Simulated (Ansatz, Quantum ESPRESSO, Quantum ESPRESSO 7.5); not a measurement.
**1T-SrBrI, 1 layer in an electric field**

How does 1T-SrBrI, 1 layer respond to a gate-like field without added charge?

Method: plane-wave DFT, vdW-DF-cx, GBRV ultrasoft pseudopotentials made under PBE (geometry and cross-check by Ansatz 0.2.0 with PAW datasets; geometry under PBE), in Quantum ESPRESSO 7.5.

**1. Set-up**

The cell holds 3 atoms: 1 I, 1 Sr and 1 Br. Its edges and angles: a = 4.390 Å, b = 4.390 Å, c = 20.790 Å, α = 90.0°, β = 90.0°, γ = 120.0°. It derives from SrBrI. Vacuum lies along c.

This sheet is a model structure: its symmetry is held, and its stability is not tested here.

**2. Relaxation with Ansatz**

A relaxation in Ansatz fixes the structure of this slab for the runs on it.

input.yaml reads:

```yaml
crystal:
  lattice:
    - [4.390315, 0.0, 0.0]
    - [-2.1951575, 3.8021243206, 0.0]
    - [0.0, 0.0, 20.7904707193]
  atoms:
    - { symbol: I, position: [0.6666666667, 0.3333333333, 0.408841152] }
    - { symbol: Sr, position: [0.0, 0.0, 0.5076368235] }
    - { symbol: Br, position: [0.3333333333, 0.6666666667, 0.591158848] }
kpoints:
  mp_grid: { grid: [6, 6, 1] }
hamiltonian:
  xc: pbe
scf:
  occupations: { method: fermi_dirac, width: 0.05 }
  convergence: { dr2_threshold: 1.0e-08 }
efield:
  axis: 3
  dipole_correction: true
  ramp_position: 0.97
  ramp_width: 0.04
relax:
  f_tol: 0.01
  cell: { fix: [c, alpha, beta] }
output:
  write_potential: true
  write_density: true
  volumetric_format: npy
```

The run is started by

```sh
$ ansatz run input.yaml --threads 4 --pin off --max-ram 8192MiB --backend cpu --events-out ev --progress --plain --runs-dir out
```

Numbers of over 12 decimals in the logs are rounded to 6 here.

What it wrote:

```text
Warning: relax.cell: scf.convergence.dr2_threshold = 1e-8 eV is looser than the 3e-10 eV advised for a relaxation that steers and ends on the stress (1e-10 eV for each atom of the cell: 3). What an SCF threshold leaves in a stress goes as its square root, and in the free energy as the threshold itself, and one threshold admits the most on a small cell: [figures from the program's tests cut] Set scf.convergence.dr2_threshold to 3e-10 eV or tighter. The threshold is an SCF's pass mark: one that does not reach it within its budget of iterations ends unconverged, or closes short of it on a stop that the run arms, and scf.convergence.dr2_threshold's page says what that costs each kind of run
Engine: ansatz 0.2.0, aarch64-unknown-linux-gnu
Pseudopotentials: kind: paw
Pseudopotential: I, paw, valence charge 17, recommended cutoff 420 eV (normal), I.paw.azcp
Pseudopotential: Sr, paw, valence charge 10, recommended cutoff 420 eV (normal), Sr.paw.azcp
Pseudopotential: Br, paw, valence charge 7, recommended cutoff 420 eV (normal), Br.paw.azcp
Functional definition: PBE
  parameter kappa = 0.804
  parameter beta = 0.066725
  exchange = pbe_x(kappa = kappa, mu = beta*pi^2/3)
  correlation = pbe_c(beta = beta)
Crystal: 3 atoms, lattice volume = 347.045 Å³
Basis set: ecut = 420 eV, 6855 PW (Γ), exchange–correlation on 60×60×288 points (8 copies of the dense FFT grid, shifted against one another)
Bands: 21, of which v1, the nominal top of the filled ones, is band 17 counted from 1 (16 counted from 0)
Symmetry: 6 space group operations
Space group: P3m1 (ITA 156), of the structure as read, at distance tolerance 7.0e-5 Å
k-points: 7 of 36 (time reversal used)
Non-local potential: I, projectors of the file, l = 0: 2, l = 1: 2, l = 2: 2, l = 3: 2
Non-local potential: Sr, projectors of the file, l = 0: 3, l = 1: 2, l = 2: 2
Non-local potential: Br, projectors of the file, l = 0: 2, l = 1: 2, l = 2: 2
PAW form: soft (Blöchl's): semilocal exchange-correlation on the pseudo side does not see the compensation charge
PAW one-centre angular grid: I, 590 points (default); XC on 64 Gauss nodes
PAW one-centre angular grid: Sr, 110 points (default); XC on 64 Gauss nodes
PAW one-centre angular grid: Br, 110 points (default); XC on 64 Gauss nodes
Initial density: superposition of atomic densities (neutral atoms: chi_scale 0, normalization atom), corrected by the library's trained network
Initial wavefunctions: pseudopotential atomic-orbital guess
Functional: x = pbe(κ = 0.804, μ = 0.219515), c = pbe(β = 0.066725)
SCF iter   1: F=—  HF=-13845.954760 eV  |F-HF|=—  |Δ(HF+E_count)|=         —  Δρ=4.22e-4  dr2=3.17e-3  ethr=1.77e-3  p=0.011 e·Å  D=5.90e-3 V/Å  ΔV_dip=-0.12 eV  dr2_dipole=5.99e-5  V_vac-E_F(+/−)=4.61/4.73 eV  ⟨swp⟩=15.1  Hψ=1335  notcnv=0
efield: sawtooth ramp at fractional position 0.9700 (set: `efield.ramp_position`, or a place that a band, a saddle search or an elastic batch's reference lends), width 0.0400; the density the first Hamiltonian is built on has a dipole p = 0.011 e·Å; the dipole correction subtracts the counter field D = 5.90e-3 V/Å, which shifts the + side's vacuum level by -0.12 eV against the − side's; the planar-averaged density in the ramp window peaks in size at 1.4e-5 e/Å³
preconditioner: auto → Resta (q_TF=auto, 1.852 Å⁻¹)  ε∞=1.7  [insulator: Δε(μ)=3.815 eV  Ē_g=9.454 eV  σ=0.050 eV  W_gap=1.00  n_scr=42 (ndim 8)  ℏωp=8.0 eV  f_vac=0.649  D(μ)=0.00/eV (n_scr^D=0)  ε∞_Penn≈1.7  vacuum switching on, ρ_ref=6.5e-3 e/Å³]
SCF iter   2: F=—  HF=-13845.958315 eV  |F-HF|=—  |Δ(HF+E_count)|=   3.55e-3  Δρ=4.42e-4  dr2=2.44e-3  ethr=9.33e-6  p=0.005 e·Å  D=2.86e-3 V/Å  ΔV_dip=-0.06 eV  dr2_dipole=2.02e-7  V_vac-E_F(+/−)=4.73/4.79 eV  ⟨swp⟩=2.7  Hψ=366  notcnv=0
SCF iter   3: F=—  HF=-13845.957966 eV  |F-HF|=—  |Δ(HF+E_count)|=   3.49e-4  Δρ=2.26e-4  dr2=4.23e-4  ethr=7.18e-6  p=0.006 e·Å  D=2.98e-3 V/Å  ΔV_dip=-0.06 eV  dr2_dipole=7.71e-7  V_vac-E_F(+/−)=4.72/4.78 eV  ⟨swp⟩=2.0  Hψ=181  notcnv=0
SCF iter   4: F=—  HF=-13845.958265 eV  |F-HF|=—  |Δ(HF+E_count)|=   3.00e-4  Δρ=9.30e-5  dr2=8.90e-5  ethr=1.24e-6  p=0.007 e·Å  D=3.81e-3 V/Å  ΔV_dip=-0.08 eV  dr2_dipole=1.21e-5  V_vac-E_F(+/−)=4.72/4.80 eV  ⟨swp⟩=2.1  Hψ=215  notcnv=0
SCF iter   5: F=—  HF=-13845.958269 eV  |F-HF|=—  |Δ(HF+E_count)|=   3.38e-6  Δρ=5.14e-5  dr2=4.69e-5  ethr=2.62e-7  p=0.005 e·Å  D=2.82e-3 V/Å  ΔV_dip=-0.06 eV  dr2_dipole=4.39e-7  V_vac-E_F(+/−)=4.74/4.80 eV  ⟨swp⟩=2.1  Hψ=203  notcnv=0
SCF iter   6: F=—  HF=-13845.958258 eV  |F-HF|=—  |Δ(HF+E_count)|=   1.05e-5  Δρ=1.79e-5  dr2=4.89e-6  ethr=1.38e-7  p=0.006 e·Å  D=2.95e-3 V/Å  ΔV_dip=-0.06 eV  dr2_dipole=1.10e-7  V_vac-E_F(+/−)=4.74/4.81 eV  ⟨swp⟩=2.0  Hψ=172  notcnv=0
SCF iter   7: F=—  HF=-13845.958390 eV  |F-HF|=—  |Δ(HF+E_count)|=   1.32e-4  Δρ=6.04e-6  dr2=4.01e-7  ethr=1.44e-8  p=0.005 e·Å  D=2.85e-3 V/Å  ΔV_dip=-0.06 eV  dr2_dipole=1.29e-10  V_vac-E_F(+/−)=4.75/4.81 eV  ⟨swp⟩=2.0  Hψ=183  notcnv=0
SCF iter   8: F=-13845.958390 eV  HF=-13845.958390 eV  |F-HF|=5.44e-10  |Δ(HF+E_count)|=   3.46e-8  Δρ=9.81e-7  dr2=6.30e-9  ethr=2.94e-11  p=0.005 e·Å  D=2.85e-3 V/Å  ΔV_dip=-0.06 eV  dr2_dipole=2.44e-10  V_vac-E_F(+/−)=4.75/4.81 eV  ⟨swp⟩=9.1  Hψ=1210  notcnv=0
SCF 1 converged in 8 iterations: F = -13845.958390 eV  dr2 = 6.30e-9
  greatest PAW one-centre occupation: 0.999 electrons in one spin orbital (limit 2), on the I atom at site 0 (counted from 0), in its partial waves of l = 2
relax step   1: F+E_penalty+E_count = -13845.95839020 eV  Δ(F+E_penalty+E_count) = +0.000e0 eV  max|allowed force component| = 2.207e-1 eV/Å  Δτ_max = 0.0000 Å  P = +0.329 GPa  Ω = 347.045 Å³  fix = [c, alpha, beta]  reactions: c -0.301 GPa  (8 SCF iters, accepted)
Crystal: 3 atoms, lattice volume = 368.368 Å³
Basis set: ecut = 420 eV, 7155 PW (Γ), exchange–correlation on 60×60×288 points (8 copies of the dense FFT grid, shifted against one another)
Initial density: handed on by an earlier stage of this run
Initial wavefunctions: those handed on with the density
iter 1 solved again at ethr=7.77e-5 eV; its pass at ethr=3.10e-3 eV (dr2=2.64e-2 eV) is discarded
SCF iter   1: F=—  HF=-13846.053601 eV  |F-HF|=—  |Δ(HF+E_count)|=         —  Δρ=2.01e-3  dr2=2.66e-2  ethr=7.77e-5  p=0.006 e·Å  D=2.84e-3 V/Å  ΔV_dip=-0.06 eV  dr2_dipole=7.72e-4  V_vac-E_F(+/−)=4.65/4.71 eV  ⟨swp⟩=2.6  Hψ=1265  notcnv=0
[...]
relax step   4: F+E_penalty+E_count = -13846.08815680 eV  Δ(F+E_penalty+E_count) = -3.860e-3 eV  max|allowed force component| = 1.654e-2 eV/Å  Δτ_max = 0.0181 Å  P = +0.013 GPa  Ω = 398.546 Å³  energy of the carried Pulay correction = -9.066e-4 eV  fix = [c, alpha, beta]  reactions: c +0.011 GPa  (7 SCF iters, accepted)
[...]
relax step   5: F+E_penalty+E_count = -13846.08801552 eV  Δ(F+E_penalty+E_count) = +1.413e-4 eV  max|allowed force component| = 3.724e-2 eV/Å  Δτ_max = 0.0069 Å  P = -0.017 GPa  Ω = 399.367 Å³  energy of the carried Pulay correction = -9.201e-4 eV  fix = [c, alpha, beta]  (6 SCF iters, rejected (line search))
[...]
relax step   6: F+E_penalty+E_count = -13846.08820207 eV  Δ(F+E_penalty+E_count) = -4.526e-5 eV  max|allowed force component| = 8.655e-4 eV/Å  Δτ_max = 0.0019 Å  P = +0.001 GPa  Ω = 399.063 Å³  energy of the carried Pulay correction = -9.151e-4 eV  fix = [c, alpha, beta]  reactions: c +0.001 GPa  (6 SCF iters, accepted)
Basis set: ecut = 420 eV, 7779 PW (Γ), exchange–correlation on 64×64×288 points (8 copies of the dense FFT grid, shifted against one another)
Initial wavefunctions: pseudopotential atomic-orbital guess (no wavefunctions were taken with the density)
iter 1 solved again at ethr=2.02e-6 eV; its pass at ethr=3.10e-3 eV (dr2=6.87e-4 eV) is discarded
SCF iter   1: F=—  HF=-13846.059973 eV  |F-HF|=—  |Δ(HF+E_count)|=         —  Δρ=5.30e-4  dr2=4.49e-5  ethr=2.02e-6  p=0.034 e·Å  D=1.56e-2 V/Å  ΔV_dip=-0.32 eV  dr2_dipole=1.76e-6  V_vac-E_F(+/−)=4.47/4.79 eV  ⟨swp⟩=3.4  Hψ=1733  notcnv=0
efield: sawtooth ramp at fractional position 0.9700 (set: `efield.ramp_position`, or a place that a band, a saddle search or an elastic batch's reference lends), width 0.0400; the density the first Hamiltonian is built on has a dipole p = 0.034 e·Å; the dipole correction subtracts the counter field D = 1.56e-2 V/Å, which shifts the + side's vacuum level by -0.32 eV against the − side's; the planar-averaged density in the ramp window peaks in size at 4.6e-6 e/Å³
preconditioner: auto → Resta (q_TF=auto, 1.810 Å⁻¹)  ε∞=1.7  [insulator: Δε(μ)=4.452 eV  Ē_g=8.064 eV  σ=0.050 eV  W_gap=1.00  n_scr=52 (ndim 8)  ℏωp=7.0 eV  f_vac=0.673  D(μ)=0.00/eV (n_scr^D=0)  ε∞_Penn≈1.7  vacuum switching on, ρ_ref=4.7e-3 e/Å³]
SCF iter   2: F=—  HF=-13846.079636 eV  |F-HF|=—  |Δ(HF+E_count)|=   1.97e-2  Δρ=2.66e-4  dr2=1.02e-5  ethr=1.32e-7  p=0.035 e·Å  D=1.60e-2 V/Å  ΔV_dip=-0.33 eV  dr2_dipole=3.53e-7  V_vac-E_F(+/−)=4.47/4.80 eV  ⟨swp⟩=3.3  Hψ=275  notcnv=0
SCF iter   3: F=—  HF=-13846.086589 eV  |F-HF|=—  |Δ(HF+E_count)|=   6.95e-3  Δρ=1.20e-4  dr2=3.05e-6  ethr=3.01e-8  p=0.035 e·Å  D=1.58e-2 V/Å  ΔV_dip=-0.33 eV  dr2_dipole=3.29e-8  V_vac-E_F(+/−)=4.47/4.80 eV  ⟨swp⟩=3.7  Hψ=285  notcnv=0
SCF iter   4: F=—  HF=-13846.088983 eV  |F-HF|=—  |Δ(HF+E_count)|=   2.39e-3  Δρ=2.25e-5  dr2=8.01e-7  ethr=8.98e-9  p=0.035 e·Å  D=1.58e-2 V/Å  ΔV_dip=-0.33 eV  dr2_dipole=1.81e-7  V_vac-E_F(+/−)=4.47/4.79 eV  ⟨swp⟩=3.9  Hψ=313  notcnv=0
SCF iter   5: F=—  HF=-13846.089088 eV  |F-HF|=—  |Δ(HF+E_count)|=   1.05e-4  Δρ=3.52e-6  dr2=7.30e-8  ethr=2.36e-9  p=0.034 e·Å  D=1.56e-2 V/Å  ΔV_dip=-0.32 eV  dr2_dipole=8.75e-9  V_vac-E_F(+/−)=4.47/4.79 eV  ⟨swp⟩=2.1  Hψ=254  notcnv=0
SCF iter   6: F=-13846.089092 eV  HF=-13846.089091 eV  |F-HF|=2.34e-7  |Δ(HF+E_count)|=   3.36e-6  Δρ=9.43e-7  dr2=4.69e-9  ethr=2.94e-11  p=0.034 e·Å  D=1.56e-2 V/Å  ΔV_dip=-0.32 eV  dr2_dipole=3.60e-10  V_vac-E_F(+/−)=4.47/4.79 eV  ⟨swp⟩=11.3  Hψ=1250  notcnv=0
SCF 7 converged in 6 iterations: F = -13846.089092 eV  dr2 = 4.69e-9
relax step   7: F+E_penalty+E_count = -13846.08909154 eV  Δ(F+E_penalty+E_count) = -8.895e-4 eV  max|allowed force component| = 9.586e-4 eV/Å  Δτ_max = 0.0000 Å  P = +0.003 GPa  Ω = 399.063 Å³  fix = [c, alpha, beta]  reactions: c +0.000 GPa  stress off target by 4.30e-3 GPa on what of the cell is left free  SCF on the basis re-selected at this cell (its energy is not comparable with the rows above)  (6 SCF iters)
basis re-selected at this cell: Δ(F+E_penalty+E_count) = -8.895e-4 eV, ΔP = +0.002 GPa vs the last step (what re-selecting the basis moved, of the pressure what is left beyond the Pulay correction that the steps carried, after the strain that the cell walked since its last selection, with what the two solves' SCF thresholds leave and, on support functions, any second-order correction that the steps lacked; it is no measure of the basis error at this ecutwfc). The dense FFT grid was sized anew with the basis: this SCF ran on 32×32×144 points, the steps before it on 30×30×144, so part of this shift can come from that change (see relax.cell in the input reference). [rest of the remark cut]
WARN: The output density's exchange-correlation potential varies sharply where the density is thin. Do not read a vacuum level from v_tot or v_xc, or from such a field of the output density. On a cell that repeats whose density bears no net charge and no dipole along the vacuum's axis use v_es (v_loc + v_h of the components); under efield.dipole_correction with no amplitude use v_es + v_field, which holds any externa [...]
SCF converged after 6 iterations
Free energy (F): -13846.089092 eV
Harris-Foulkes:  -13846.089091 eV  (|F-HF|=2.34e-7)
Internal energy: -13846.089092 eV  (E = F + TS)
E sigma→0 (E₀):  -13846.089092 eV
Fermi energy:    -1.603086 eV
Dipole field:    D = 0.015607 V/Å  (p = 0.034418 e·Å, saw-weighted, corrected)
Work function:   Φ+ = 4.4669 eV   Φ− = 4.7914 eV
Levels:          The Fermi level and band energies are counted from a zero that moves with the ramp; work functions are not
--- Per-component energies (eV) ---
  E_band       = -778.930496
  E_kinetic    = 566.419912
  E_local      = -14039.219123  (includes V_loc(G=0)·N_el)
  E_nonlocal   = 181.888730
  E_hartree    = 6688.035893
  E_xc         = -565.970323
  E_vxc        = -394.195537  (∫ρ·V_xc dr)
  E_paw        = -9758.202300  (= ΣΔE_a)
  E_vpaw       = -470.025977  (= ΣTr[D̂ρ^β])
  E_aug_tail   = -0.000003  (compensation charges beyond the density's cutoff)
  E_efield     = 0.000269  (sawtooth field / dipole correction)
  E_vefield    = 0.128186  (∫n·V_field dr)
  E_ewald      = 3080.957853
  E_smearing   = -0.000000  (= −TS)
  E_closure    = 0.000000  (closes the sum)
  Σ components = -13846.089092   (vs F -13846.089092, Δ=0.00e0)
--- Forces (eV/Å), atoms counted from 1 ---
  atom   1  I      0.00000000    -0.00000000    -0.00070571
  atom   2  Sr    -0.00000000     0.00000000     0.00095876
  atom   3  Br    -0.00000000     0.00000000    -0.00025256
  max |Σ_I F_I| component: 4.89e-7 eV/Å
--- Stress (GPa, compression-positive) ---
        0.004304       0.000000      -0.000000
        0.000000       0.004304      -0.000000
       -0.000000      -0.000000       0.000353
  P = ⅓ Tr σ = 0.0030 GPa (0.030 kbar)
--- Band table (eV; the first three rows and the last of 7) ---
  k-point 0: bands = [... 13 lower, -5.1836, -4.1912, -3.8542, -3.8542, 0.6135, 1.5077, 1.5077, 1.7307]
  k-point 1: bands = [... 13 lower, -5.1739, -4.2808, -4.0603, -3.9461, 1.0167, 1.3648, 1.8029, 1.9840]
  k-point 2: bands = [... 13 lower, -5.1611, -4.6400, -4.1509, -4.1059, 0.8317, 2.0313, 2.2389, 2.4500]
  k-point 6: bands = [... 13 lower, -5.1702, -4.5944, -4.5369, -4.2830, 1.7256, 1.7542, 2.0991, 2.9829]
--- Relaxed structure (6 steps of the walk, 5 accepted, 1 SCFs on fresh bases) ---
  F+E_penalty+E_count = -13846.08909154 eV   max|allowed force component| = 9.586e-4 eV/Å   (the final SCF, on the basis selected at the relaxed cell)
  cell:  # Å, volume = 399.0626 Å³
    - [4.707855, 2.3502660224227865e-17, 0]
    - [-2.353927, 4.077122, 0]
    - [0, 0, 20.7904707193]
  atoms:
    - { symbol: I, position: [0.666667, 0.333333, 0.418772] }
    - { symbol: Sr, position: [2.930787466982192e-19, 0, 0.508473] }
    - { symbol: Br, position: [0.333333, 0.666667, 0.580392] }
```

The job ended after 43 s (4 threads of Arm Neoverse N1, shared host; peak memory 0.63 GiB).

Step by step:

```
step  energy less that of the first step (eV)  largest force component (eV/Å)  pressure (GPa)  volume (Å³)
   1                                   0.0000                          0.2207            0.33       347.05
   2                                  -0.0900                          0.0632            0.35       368.37
   3                                  -0.1259                          0.0666            0.13       390.10
   4                                  -0.1298                          0.0165            0.01       398.55
   5                                  -0.1296                          0.0372           -0.02       399.37
   6                                  -0.1298                          0.0009            0.00       399.06
  7*                                  -0.1307                          0.0010            0.00       399.06
```

Relaxation steps marked * repeat the geometry before them on a plane-wave basis chosen anew for their cell, so energy and pressure can jump there. Relaxation step 5 was tried and not accepted.

```
cell as run  before  after  change
      a (Å)   4.390  4.708  +7.2 %
      b (Å)   4.390  4.708  +7.2 %
```

The atoms that moved most (Å, along periodic axes as changes of fractional coordinates times the final cell, across vacuum about the mean position):

```
atom     dx     dy      dz  length
 Br3  0.000  0.000  -0.224   0.224
  I1  0.000  0.000   0.206   0.206
 Sr2  0.000  0.000   0.017   0.017
```

Final coordinates:

```xyz
3
Lattice="4.7079 0.0000 0.0000 -2.3539 4.0771 0.0000 0.0000 0.0000 20.7905" Properties=species:S:1:pos:R:3
I     2.3539    1.3590    8.7065
Sr    0.0000    0.0000   10.5714
Br    0.0000    2.7181   12.0666
```

Numbers from this step:

* free energy: -13846.0891 eV
* Fermi energy: -1.603 eV
* gap by band count: 4.468 eV
* symmetry operations: 6
* dipole along the normal: 0.03442 e·Å
* vacuum level at the upper face over a Fermi level inside the gap: 4.467 eV
* vacuum level at the lower face over a Fermi level inside the gap: 4.791 eV

(Part 1 of 6 ends here.)

[Logs are printed without paths, hosts, clocks, repeated set-up lines and the standing remarks that a program may print on its own settings, such as how far it seeks lower states.]

[Hosts, paths, dates, database ids (printed as entryN), source tags and the programs' standing remarks are cut or masked in the printed files.]

[Maps of the electrostatic potential energy from Ansatz leave out the sawtooth potential of an applied field or a dipole correction, so their vacuum need not be flat; planar profiles and work functions include it.]
